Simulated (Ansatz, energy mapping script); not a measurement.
**MnO (Manganosite): energy mapping under r²SCANh**

Aim: the exchange couplings of MnO (Manganosite) from the energies of a few collinear orders, and the ordering temperature that they give.

Method: r²SCANh; plane waves, collinear spin, no spin–orbit coupling, in Ansatz 0.2.0.

This is a report of a sequence of runs, with most program output left out.

## Step 1: Set-up

It takes space group Fm-3m (No. 225, cubic). The conventional cell has a = 4.446 Å, b = 4.446 Å, c = 4.446 Å, α = 90.00°, β = 90.00°, γ = 90.00°. Mn has 6 O at 2.22 Å nearest. Nearest to O lie 6 Mn at 2.22 Å. Farther neighbours and most contacts between anions are not listed.

Exact exchange localises the open shell without a U to choose, and it is dear.

## Step 2: Order 1: parallel, cell A of 4 atoms

Each cell gets its own parallel run on the same mesh, so that most of the mesh error cancels in the differences.

File input.yaml:

```yaml
crystal:
  lattice:
    - [0.0, -2.223, -2.223]
    - [0.0, 2.223, -2.223]
    - [4.446, 0.0, 0.0]
  atoms:
    - { symbol: Mn, position: [0.5, 0.5, 0.5], spin: 4.5 }
    - { symbol: Mn, position: [0.0, 0.0, 0.0], spin: 4.5 }
    - { symbol: O, position: [0.5, 0.5, 0.0] }
    - { symbol: O, position: [0.0, 0.0, 0.5] }
magnetization:
  spin_polarized: true
kpoints:
  mp_grid: { grid: [6, 6, 5] }
hamiltonian:
  xc: r2scanh
scf:
  occupations: { method: fermi_dirac, width: 0.05 }
output:
  eigenvalues: true
```

Started as:

```console
$ ansatz run input.yaml --threads 4 --pin off --max-ram 8192MiB --backend cpu --events-out ev --progress --plain --runs-dir out
```

The job ended after 34 s (4 threads of Arm Neoverse V2, shared host; peak memory 2 GiB).

Spin moment in the sphere by atom:

```csv
atom,spin moment in the sphere (μB)
Mn1,4.30
Mn2,4.30
O3,0.24
O4,0.24
```

The run ends ferromagnetic.

## Step 3: Compensated +− start in cell A (4 atoms)

This order reverses 8 of the 12 neighbours at 3.14 Å and 0 of the 6 neighbours at 4.45 Å, counted for an average magnetic atom.

input.yaml: that of step 2 with these lines changed.

```diff
@@ -7,3 +7,3 @@
     - { symbol: Mn, position: [0.5, 0.5, 0.5], spin: 4.5 }
-    - { symbol: Mn, position: [0.0, 0.0, 0.0], spin: 4.5 }
+    - { symbol: Mn, position: [0.0, 0.0, 0.0], spin: -4.5 }
     - { symbol: O, position: [0.5, 0.5, 0.0] }
```

Wall time 36 s (4 threads); peak memory 2 GiB.

Spin moment in the sphere by atom:

```csv
atom,spin moment in the sphere (μB)
Mn1,4.29
Mn2,-4.29
O3,-0.09
O4,0.09
```

The run ends antiferromagnetic, 40.41 meV a magnetic atom below the parallel order of its cell.

## Step 4: Parallel start in cell B (4 atoms)

The parallel order again, as the reference for this cell.

This run holds the same structure in another cell (c 4.446 → 5.445 Å, α 90.0 → 73.2°, β 90.0 → 73.2°, γ 90.0 → 60.0°).

input.yaml, the sections that differ from step 3:

```yaml
crystal:
  lattice:
    - [0.0, -2.223, -2.223]
    - [-2.223, 0.0, -2.223]
    - [2.223, 2.223, -4.446]
  atoms:
    - { symbol: Mn, position: [0.5, 0.5, 0.5], spin: 4.5 }
    - { symbol: Mn, position: [0.0, 0.0, 0.0], spin: 4.5 }
    - { symbol: O, position: [0.75, 0.75, 0.75] }
    - { symbol: O, position: [0.25, 0.25, 0.25] }
kpoints:
  mp_grid: { grid: [7, 7, 7] }
# magnetization, hamiltonian, scf, output: as in step 3
```

Wall time 60 s (4 threads); peak memory 3.2 GiB.

The run ends ferromagnetic. For each magnetic atom its energy differs from the parallel run of the first cell by -0.15 meV, an error that one common reference would have brought in.

## Step 5: Order 4: compensated +−, cell B of 4 atoms

This order reverses 6 of the 12 neighbours at 3.14 Å and 6 of the 6 neighbours at 4.45 Å, counted for an average magnetic atom.

input.yaml: that of step 4 with these lines changed.

```diff
@@ -7,3 +7,3 @@
     - { symbol: Mn, position: [0.5, 0.5, 0.5], spin: 4.5 }
-    - { symbol: Mn, position: [0.0, 0.0, 0.0], spin: 4.5 }
+    - { symbol: Mn, position: [0.0, 0.0, 0.0], spin: -4.5 }
     - { symbol: O, position: [0.75, 0.75, 0.75] }
```

Wall time 64 s (4 threads); peak memory 3.1 GiB; 3.9 min of CPU time.

The run ends antiferromagnetic, 79.23 meV a magnetic atom below the parallel order of its cell.

## Step 6: Mapping onto a Heisenberg model

Each energy difference is a sum of couplings weighted by the pairs that the order reverses. A few near shells are fitted to the differences by least squares. Energies are those extrapolated to zero occupation width, not the free energies F.

Energies from the parallel order of the same cell:

```csv
order,atoms,energy (meV a magnetic atom),moments (μB),moments kept as typed,"opposed neighbours at 3.14, 4.45 Å"
parallel in cell A,4,0.00,4.30,yes,"0, 0"
compensated +− in cell A,4,-40.41,4.29,yes,"8, 0"
parallel in cell B,4,0.00,4.30,yes,"0, 0"
compensated +− in cell B,4,-79.23,4.26,yes,"6, 6"
```

Fitted to E = −Σ J e·e over ordered pairs of unit vectors (J > 0 favours parallel moments):

```csv
pair,distance (Å),neighbours,J (meV)
Mn–Mn,3.14,12,-2.53
Mn–Mn,4.45,6,-4.08
```

These orders cannot tell some unfitted shells from fitted ones: the value at 3.14 Å holds J(3.14) + 2 J(5.45) + 2 J(7.03); other unfitted shells add to the values wholly or in part. No temperature is drawn.

## Step 7: Beside the first set of runs

The first set of orders, under PBE+U (4 eV), took 24 s of CPU time summed over its finished orders (seed run apart), these 12 min.

```csv
quantity,this set,first set
"J at 3.14 Å, meV",-2.53,-3.50
"J at 4.45 Å, meV",-4.08,-2.91
```

The coupling that led in the first set goes from -3.50 to -2.53 meV.

## Step 8: Summary of results

```json
{
  "lowest order tried": "compensated +− in cell B",
  "largest fitted value (a combination of shells), Mn–Mn at 4.45 Å": "-4.08 meV"
}
```

In words: Of the orders tried, MnO (Manganosite) prefers the order “compensated +− in cell B” under r²SCANh, with 6 of 12 neighbours at 3.14 Å and 6 of 6 neighbours at 4.45 Å opposed. Orders that were not tried, spirals among them, may lie lower. The coupling at 4.45 Å is 1.4 times that of the first set, at 29 times the CPU time. The largest fitted coupling is the Mn–Mn pair at 4.45 Å, antiferromagnetic at -4.1 meV, across a ligand at about 180°. It also takes up the part of reversed shells that are not fitted, so neither its size nor its rank as a single path is established. The orders also reverse pairs at 5.45 Å, which are not fitted, so the fitted values hold their part too. No fitted order reverses the pairs at 6.29 Å, so their coupling is unknown and is set to zero in the model. 2 energy differences fix 2 couplings with none to spare, so the fit tests nothing. In the fitted orders moments change by up to 1.0 % against the parallel run of the same cell, so their size stays put. With a near shell that the orders cannot separate, no temperature is given.

[Logs and program files are shortened in this print: banners, set-up blocks, solver, clock and traceback lines can be left out without a mark of their own.]

[Logs are printed without paths, hosts, clocks, repeated set-up lines and the standing remarks that a program may print on its own settings, such as how far it seeks lower states.]

[Hosts, paths, dates, database ids (printed as entryN), source tags and the programs' standing remarks are cut or masked in the printed files.]

[Where a cell is said to come from a database of computed structures, the database is the Materials Project.]
